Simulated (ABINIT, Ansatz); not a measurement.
# Ruthenium (P6_3/mmc): phonons by linear response, part 2 of 4

How does Ruthenium (P6_3/mmc) vibrate, and is this structure a minimum?

ABINIT 10.8.3; DFT PBEsol, scalar-relativistic, plane waves, PseudoDojo norm-conserving pseudopotentials.

So far. Step 3 (Relaxation): The volume changes by -1.7 % in this run and stands -1.7 % from the first cell. Step 4 (Ground state): The cell stands at -0.97 GPa: the relaxation ran with a smoothed and higher cutoff, and the difference is a stress of the finite basis. The relaxed cell has a = 2.690, c = 4.258 Å (conventional setting).

### Step 5. Linear response at Γ

At q = 0 one unit cell holds all displacements. The response is solved for single atoms along the cell's directions, and symmetry skips those that follow from others. The crystal is treated as a metal, which screens a static field, so no field response is asked.

File dfpt_gamma.abi:

```

# common to the responses
getwfk_filepath "gso_WFK"
kptopt 2
nqpt 1
qpt 0.0 0.0 0.0
asr 0
chneut 0

# displacements
rfphon 1
rfatpol 1 2
rfdir 1 1 1
tolvrs 1.0d-10
prtwf 0
prtpot 1

# basis, mesh and filling
ecut 38.0
ngkpt 12 12 6
nshiftk 1
shiftk 0.0 0.0 0.0
istwfk *1
occopt 7
tsmear 0.01
nband 24
nstep 100
diemac 1000000.0
prtebands 0
prtgsr 0

# cell and atoms
acell 5.084252392 5.084252392 8.046672559
rprim 
    1.0 0.0 0.0
    -0.5 0.8660254038 0.0
    0.0 0.0 1.0
ntypat 1
znucl 44
natom 2
typat 1 1
xred 
    1/3 2/3 0.25
    2/3 1/3 0.75
pp_dirpath "./pseudo"
pseudos "Ru.upf"
```

Started as:

```bash
$ OMP_NUM_THREADS=1 mpirun -n 16 abinit dfpt_gamma.abi > dfpt_gamma.log
```

Numbers of over 12 decimals in the logs are rounded to 6 here.

dfpt_gamma.abo, the main output file:

```text
[banners, grids, parts of the stress and lines that vanish by symmetry left out]
- input  file    -> dfpt_gamma.abi
- output file    -> dfpt_gamma.abo
- root for input  files -> dfpt_gammai
- root for output files -> dfpt_gammao

 Symmetries : space group P6_3/m m c (#194); Bravais hP (primitive hexag.)
================================================================================
 Values of the parameters that define the memory need of the present run (RF).
     intxc =       0      iscf =       7    lmnmax =       6     lnmax =       6
     mgfft =      48  mpssoang =       3    mqgrid =    3001     natom =       2
  nloc_mem =       1    nspden =       1   nspinor =       1    nsppol =       1
      nsym =      24    n1xccc =    2501    ntypat =       1    occopt =       7
   xclevel =       2
-    mband =          24        mffmem =           1         mkmem =          28
-   mkqmem =          28        mk1mem =          28           mpw =        2033
      nfft =       43200          nkpt =         436
- my_mband =          24
================================================================================
================================================================================

--------------------------------------------------------------------------------
------------- Echo of variables that govern the present computation ------------
--------------------------------------------------------------------------------
-
- outvars: echo of selected default values
-   iomode0 =  0 , fftalg0 =312 , wfoptalg0 =  0
-
- outvars: echo of global parameters not present in the input file
-  max_nthreads =    1
-
 -outvars: echo values of preprocessed input variables
 [... echo left out ...]
================================================================================

 chkinp: Checking input parameters for consistency.

[...]
== DATASET  1 ==================================================================
-   mpi_nproc: 16, omp_nthreads: 1 (-1 if OMP is not activated)

--- !DatasetInfo
iteration_state: {dtset: 1, }
dimensions: {natom: 2, nkpt: 436, mband: 24, nsppol: 1, nspinor: 1, nspden: 1, mpw: 2033, }
cutoff_energies: {ecut:  38.0, pawecutdg:  -1.0, }
electrons: {nelect:   3.20000000E+01, charge:   0.00000000E+00, occopt:   7.00000000E+00, tsmear:   1.00000000E-02, }
meta: {optdriver: 1, rfphon: 1, }
...

 mkfilename: getwfk from: gso_WFK

 Real(R)+Recip(G) space primitive vectors, cartesian coordinates (Bohr,Bohr^-1):
 R(1)=  5.0842524  0.0000000  0.0000000  G(1)=  0.1966858  0.1135566  0.0000000
 R(2)= -2.5421262  4.4030917  0.0000000  G(2)=  0.0000000  0.2271131  0.0000000
 R(3)=  0.0000000  0.0000000  8.0466726  G(3)=  0.0000000  0.0000000  0.1242750
 Unit cell volume ucvol=  1.8013627E+02 bohr^3
 Angles (23,13,12)=  9.00000000E+01  9.00000000E+01  1.20000000E+02 degrees
 setup1 : take into account q-point for computing boxcut.

 getcut: wavevector=  0.0000  0.0000  0.0000  ngfft=  30  30  48
         ecut(hartree)=     38.000   => boxcut(ratio)=   2.12794

--- Pseudopotential description ------------------------------------------------
- pspini: atom type   1  psp file is ./pseudo/Ru.upf

   1.29560880E+03                                ecore*ucvol(ha*bohr**3)
--------------------------------------------------------------------------------

 ==>  initialize data related to q vector <==

 The list of irreducible perturbations for this q vector is:
    1)    idir= 1    ipert=   1
    2)    idir= 3    ipert=   1

[...]
The perturbation idir=   2  ipert=   1 is
 symmetric of a previously calculated perturbation.
 So, its SCF calculation is not needed.

 The perturbation idir=   1  ipert=   2 is
 symmetric of a previously calculated perturbation.
 So, its SCF calculation is not needed.

 The perturbation idir=   2  ipert=   2 is
 symmetric of a previously calculated perturbation.
 So, its SCF calculation is not needed.

 The perturbation idir=   3  ipert=   2 is
 symmetric of a previously calculated perturbation.
 So, its SCF calculation is not needed.

--------------------------------------------------------------------------------
 Perturbation wavevector (in red.coord.)   0.000000  0.000000  0.000000
 Perturbation : displacement of atom   1   along direction   1
 Found     2 symmetries that leave the perturbation invariant.

[...]
dfpt_looppert : total number of electrons, from k and k+q
  fully or partially occupied states are    3.200000E+01 and    3.200000E+01.
 Initialisation of the first-order wave-functions :
  ireadwf=   0

--- !BeginCycle
iteration_state: {dtset: 1, }
solver: {iscf: 7, nstep: 100, nline: 4, wfoptalg: 0, }
tolerances: {tolvrs: 1.00E-10, }
...

     iter   2DEtotal(Ha)        deltaE(Ha) residm    vres2
-ETOT  1   2.867174     -2.991E+03 6.788E+00 7.493E+02
 ETOT  2   1.958781     -9.084E-01 1.481E-01 2.519E+01
 ETOT  3   1.944994     -1.379E-02 3.829E-03 1.188E+00
 ETOT  4   1.944444     -5.506E-04 9.019E-04 4.567E-01
 ETOT  5   1.944851      4.069E-04 9.782E-05 2.122E+00
[...]
At SCF step   10       vres2   =  9.82E-12 < tolvrs=  1.00E-10 =>converged.
[...]
Mean square residual over all n,k,spin=   15.191E-12; max=  21.434E-09

 Thirteen components of 2nd-order total energy (hartree) are
 1,2,3: 0th-order hamiltonian combined with 1st-order wavefunctions
     kin0=   2.86830249E+03 eigvalue=   1.02105745E+01  local=  -1.91183324E+03
 4,5,6: 1st-order hamiltonian combined with 1st and 0th-order wfs
 loc psp =  -3.01200550E+03  Hartree=   7.52676176E+02     xc=  -1.53567385E+02
 note that "loc psp" includes a xc core correction that could be resolved
 7,8,9: eventually, occupation + non-local contributions
    edocc=   2.29308832E+02     enl0=   1.19643034E+03   enl1=  -2.97105008E+03
 1-9 gives the relaxation energy (to be shifted if some occ is /=2.0)
   erelax=  -2.99152779E+03
 10,11,12 Non-relaxation  contributions : frozen-wavefunctions and Ewald
 fr.local=   1.52690491E+03 fr.nonlo=   1.48410419E+03  Ewald=   2.43795735E+01
 13,14 Frozen wf xc core corrections (1) and (2)
 frxc 1  =  -3.13492828E+02  frxc 2 =   2.71576281E+02
 Resulting in :
 2DEtotal=    0.1944331046E+01 Ha. Also 2DEtotal=    0.529079430924E+02 eV
    (2DErelax=   -2.9915277894E+03 Ha. 2DEnonrelax=    2.9934721205E+03 Ha)
    (  non-var. 2DEtotal :    1.9443311317E+00 Ha)

[...]
Perturbation wavevector (in red.coord.)   0.000000  0.000000  0.000000
 Perturbation : displacement of atom   1   along direction   3
 Found     6 symmetries that leave the perturbation invariant.

--------------------------------------------------------------------------------

--------------------------------------------------------------------------------

 dfpt_looppert : total number of electrons, from k and k+q
  fully or partially occupied states are    3.200000E+01 and    3.200000E+01.
 Initialisation of the first-order wave-functions :
  ireadwf=   0

--- !BeginCycle
iteration_state: {dtset: 1, }
solver: {iscf: 7, nstep: 100, nline: 4, wfoptalg: 0, }
tolerances: {tolvrs: 1.00E-10, }
...

     iter   2DEtotal(Ha)        deltaE(Ha) residm    vres2
-ETOT  1   11.681248028324     -8.413E+03 1.526E+01 6.458E+03
[...]
ETOT 10   8.939449     -4.129E-10 1.569E-07 1.653E-10
 ETOT 11   8.939449      3.165E-10 1.415E-08 6.586E-12

 At SCF step   11       vres2   =  6.59E-12 < tolvrs=  1.00E-10 =>converged.
[...]
Mean square residual over all n,k,spin=   72.776E-13; max=  14.147E-09

 Thirteen components of 2nd-order total energy (hartree) are
 1,2,3: 0th-order hamiltonian combined with 1st-order wavefunctions
     kin0=   7.26641662E+03 eigvalue=   1.87427009E+00  local=  -4.82965692E+03
 4,5,6: 1st-order hamiltonian combined with 1st and 0th-order wfs
 loc psp =  -9.39518287E+03  Hartree=   2.78520396E+03     xc=  -3.99535620E+02
 note that "loc psp" includes a xc core correction that could be resolved
 7,8,9: eventually, occupation + non-local contributions
    edocc=   5.87785926E+02     enl0=   3.00406525E+03   enl1=  -7.43712408E+03
 1-9 gives the relaxation energy (to be shifted if some occ is /=2.0)
   erelax=  -8.41615348E+03
 10,11,12 Non-relaxation  contributions : frozen-wavefunctions and Ewald
 fr.local=   3.78404326E+03 fr.nonlo=   3.71155398E+03  Ewald=   1.03419532E+03
 13,14 Frozen wf xc core corrections (1) and (2)
 frxc 1  =  -7.85336308E+02  frxc 2 =   6.80636684E+02
 Resulting in :
 2DEtotal=    0.8939448521E+01 Ha. Also 2DEtotal=    0.243254786535E+03 eV
    (2DErelax=   -8.4161534788E+03 Ha. 2DEnonrelax=    8.4250929273E+03 Ha)
    (  non-var. 2DEtotal :    8.9394483784E+00 Ha)

[...]
---- first-order wavefunction calculations are completed ----

 ==> Compute Derivative Database <==

 [... matrices left out ...]
  Phonon wavevector (reduced coordinates) :  0.00000  0.00000  0.00000
 Phonon energies in Hartree :
  -2.109652E-05 -2.109652E-05 -1.389094E-05  9.040672E-04  9.040672E-04
   1.224308E-03
 Phonon frequencies in cm-1    :
- -4.630151E+00 -4.630151E+00 -3.048709E+00  1.984198E+02  1.984198E+02
-  2.687046E+02

== END DATASET(S) ==============================================================
================================================================================

 -outvars: echo values of variables after computation
            acell      5.0842523920E+00  5.0842523920E+00  8.0466725590E+00 Bohr
           etotal      8.9394485211E+00
            fcart      0.0000000000E+00  0.0000000000E+00  0.0000000000E+00
           strten      0.0000000000E+00  0.0000000000E+00  0.0000000000E+00
================================================================================
```

It took 43 s on 16 MPI ranks of Arm Neoverse V2, shared host.

Numbers from this step:

* largest acoustic frequency at the zone centre before the sum rule: -4.63 cm⁻¹
* highest optical zone-centre mode (no LO-TO term): 268.7 cm⁻¹
* lowest optical zone-centre mode: 198.4 cm⁻¹

The acoustic modes at Γ come out as far as 4.6 cm⁻¹ from zero, where they should vanish, a small numerical error.

### Step 6. Phonons on a q mesh

Linear response treats each wavevector of the 3×3×2 mesh in the unit cell; the first-order potentials are kept for the electron-phonon matrix elements.

File dfpt_q.abi:

```
ndtset 5

# wavevectors
qpt1 0.3333333333 0.0 0.0
qpt2 0.3333333333 0.3333333333 0.0
qpt3 0.0 0.0 0.5
qpt4 0.3333333333 0.0 0.5
qpt5 0.3333333333 0.3333333333 0.5

# displacements
getwfk_filepath "gso_WFK"
getwfq_filepath "gso_WFK"
kptopt 3
nqpt 1
rfphon 1
rfatpol 1 2
rfdir 1 1 1
tolvrs 1.0d-10
prtwf 0
prtpot 1

# basis, mesh and filling
ecut 38.0
ngkpt 12 12 6
nshiftk 1
shiftk 0.0 0.0 0.0
istwfk *1
occopt 7
tsmear 0.01
nband 24
nstep 100
diemac 1000000.0
prtebands 0
prtgsr 0

# cell and atoms
acell 5.084252392 5.084252392 8.046672559
rprim 
    1.0 0.0 0.0
    -0.5 0.8660254038 0.0
    0.0 0.0 1.0
ntypat 1
znucl 44
natom 2
typat 1 1
xred 
    1/3 2/3 0.25
    2/3 1/3 0.75
pp_dirpath "./pseudo"
pseudos "Ru.upf"
```

Started as:

```bash
$ OMP_NUM_THREADS=1 mpirun -n 16 abinit dfpt_q.abi > dfpt_q.log
```

dfpt_q.abo, the main output file:

```text
[banners, grids, parts of the stress and lines that vanish by symmetry left out]
- input  file    -> dfpt_q.abi
- output file    -> dfpt_q.abo
- root for input  files -> dfpt_qi
[...]
DATASET    1 : space group P6_3/m m c (#194); Bravais hP (primitive hexag.)
[...]
nfft =       43200          nkpt =         864
[...]
DATASET    2 : space group P6_3/m m c (#194); Bravais hP (primitive hexag.)
[...]
nfft =       43200          nkpt =         864
[...]
DATASET    3 : space group P6_3/m m c (#194); Bravais hP (primitive hexag.)
[...]
nfft =       43200          nkpt =         864
[...]
DATASET    4 : space group P6_3/m m c (#194); Bravais hP (primitive hexag.)
[...]
nfft =       43200          nkpt =         864
[...]
DATASET    5 : space group P6_3/m m c (#194); Bravais hP (primitive hexag.)
[...]
nfft =       43200          nkpt =         864
[...]
== DATASET  1 ==================================================================
[...]
cutoff_energies: {ecut:  38.0, pawecutdg:  -1.0, }
[...]
Perturbation : displacement of atom   1   along direction   1
[...]
-ETOT  1   7.918970     -3.423E+03 7.860E+00 2.342E+04
 ETOT  2   58.217488408025      5.030E+01 4.089E+00 5.565E+05
 ETOT  3   5.274797     -5.294E+01 1.737E+00 1.975E+03
 ETOT  4   5.485054      2.103E-01 5.067E+00 1.671E+03
 ETOT  5   5.051559     -4.335E-01 2.262E+00 2.556E+01
[...]
At SCF step   15       vres2   =  1.75E-11 < tolvrs=  1.00E-10 =>converged.
[...]
Perturbation : displacement of atom   1   along direction   2
[...]
-ETOT  1   4.341582     -3.043E+03 7.330E+00 6.305E+02
[...]
At SCF step   13       vres2   =  8.82E-11 < tolvrs=  1.00E-10 =>converged.
[...]
Perturbation : displacement of atom   1   along direction   3
[...]
-ETOT  1   10.659539516810     -8.020E+03 1.658E+01 1.348E+03
[...]
At SCF step   16       vres2   =  2.59E-11 < tolvrs=  1.00E-10 =>converged.
[...]
Phonon wavevector (reduced coordinates) :  0.33333  0.00000  0.00000
 Phonon energies in Hartree :
[...]
Phonon frequencies in cm-1    :
-  1.394567E+02  1.552980E+02  2.134718E+02  2.247097E+02  2.267761E+02
-  2.478190E+02
[...]
== DATASET  2 ==================================================================
[...]
cutoff_energies: {ecut:  38.0, pawecutdg:  -1.0, }
[...]
Perturbation : displacement of atom   1   along direction   1
[...]
-ETOT  1   6.408268     -3.329E+03 7.743E+00 1.484E+03
[...]
At SCF step   13       vres2   =  6.20E-12 < tolvrs=  1.00E-10 =>converged.
[...]
Perturbation : displacement of atom   1   along direction   3
[...]
-ETOT  1   10.102097025254     -7.856E+03 1.902E+01 6.593E+02
[...]
Phonon wavevector (reduced coordinates) :  0.33333  0.33333  0.00000
 Phonon energies in Hartree :
[...]
Phonon frequencies in cm-1    :
-  1.821841E+02  1.821841E+02  2.158126E+02  2.158126E+02  2.177524E+02
-  2.727961E+02
[...]
== DATASET  3 ==================================================================
[...]
cutoff_energies: {ecut:  38.0, pawecutdg:  -1.0, }
[...]
Perturbation : displacement of atom   1   along direction   1
[...]
-ETOT  1   2.864243     -2.990E+03 7.402E+00 7.692E+02
[...]
Perturbation : displacement of atom   1   along direction   3
[...]
-ETOT  1   22.813684264132     -9.560E+03 1.549E+01 1.675E+05
[...]
Phonon wavevector (reduced coordinates) :  0.00000  0.00000  0.50000
 Phonon energies in Hartree :
[...]
Phonon frequencies in cm-1    :
-  1.396366E+02  1.396366E+02  1.396366E+02  1.396366E+02  2.161740E+02
-  2.161740E+02
[...]
== DATASET  4 ==================================================================
[...]
cutoff_energies: {ecut:  38.0, pawecutdg:  -1.0, }
[...]
Perturbation : displacement of atom   1   along direction   1
[...]
-ETOT  1   6.514569     -3.364E+03 7.691E+00 4.866E+03
[...]
Perturbation : displacement of atom   1   along direction   2
[...]
-ETOT  1   4.664996     -3.042E+03 7.424E+00 6.563E+02
[...]
Perturbation : displacement of atom   1   along direction   3
[...]
-ETOT  1   15.714109105104     -8.218E+03 1.589E+01 1.776E+04
[...]
Phonon wavevector (reduced coordinates) :  0.33333  0.00000  0.50000
 Phonon energies in Hartree :
[...]
Phonon frequencies in cm-1    :
-  1.726004E+02  1.726014E+02  1.948074E+02  1.948074E+02  2.682981E+02
-  2.682987E+02
[...]
== DATASET  5 ==================================================================
[...]
cutoff_energies: {ecut:  38.0, pawecutdg:  -1.0, }
[...]
Perturbation : displacement of atom   1   along direction   1
[...]
-ETOT  1   6.030818     -3.318E+03 7.656E+00 4.394E+02
[...]
At SCF step   11       vres2   =  2.47E-11 < tolvrs=  1.00E-10 =>converged.
[...]
Perturbation : displacement of atom   1   along direction   3
[...]
-ETOT  1   14.023729284424     -7.913E+03 1.510E+01 1.715E+03
[...]
ETOT 10   11.895332375925     -1.886E-09 6.450E-01 1.080E-09
 ETOT 11   11.895332375852     -7.276E-11 1.575E+00 1.669E-11
 At SCF step   11       vres2   =  1.67E-11 < tolvrs=  1.00E-10 =>converged.
[...]
Phonon wavevector (reduced coordinates) :  0.33333  0.33333  0.50000
 Phonon energies in Hartree :
[...]
Phonon frequencies in cm-1    :
-  1.847471E+02  1.847471E+02  2.421948E+02  2.421948E+02  2.468909E+02
-  2.468909E+02
[...]
strten3     0.0000000000E+00  0.0000000000E+00  0.0000000000E+00
           
================================================================================
```

Elapsed: 16 min, on 16 MPI ranks; 4.2 h of CPU time.

Read from the output:

* lowest mode on the q mesh (acoustic ones at the zone centre apart): 139.5 cm⁻¹

Frequencies (cm⁻¹) before the sum rule at the irreducible wavevectors but Γ, which is solved apart; negative means imaginary. Frequencies by wavevector:

| q (fractions) | star | mode 1 | mode 2 | mode 3 | mode 4 | mode 5 | mode 6 |
| --- | --- | --- | --- | --- | --- | --- | --- |
| 0.3333 0 0 | 6 | 139.5 | 155.3 | 213.5 | 224.7 | 226.8 | 247.8 |
| 0.3333 0.3333 0 | 2 | 182.2 | 182.2 | 215.8 | 215.8 | 217.8 | 272.8 |
| 0 0 0.5 | 1 | 139.6 | 139.6 | 139.6 | 139.6 | 216.2 | 216.2 |
| 0.3333 0 0.5 | 6 | 172.6 | 172.6 | 194.8 | 194.8 | 268.3 | 268.3 |
| 0.3333 0.3333 0.5 | 2 | 184.8 | 184.8 | 242.2 | 242.2 | 246.9 | 246.9 |

(Continued in part 3 of 4.)

[Host names and launcher messages were left out of these logs when they were recorded.]

[Logs are printed without paths, hosts, clocks, repeated set-up lines and the standing remarks that a program may print on its own settings, such as how far it seeks lower states.]

[Hosts, paths, dates, database ids (printed as entryN), source tags and the programs' standing remarks are cut or masked in the printed files.]
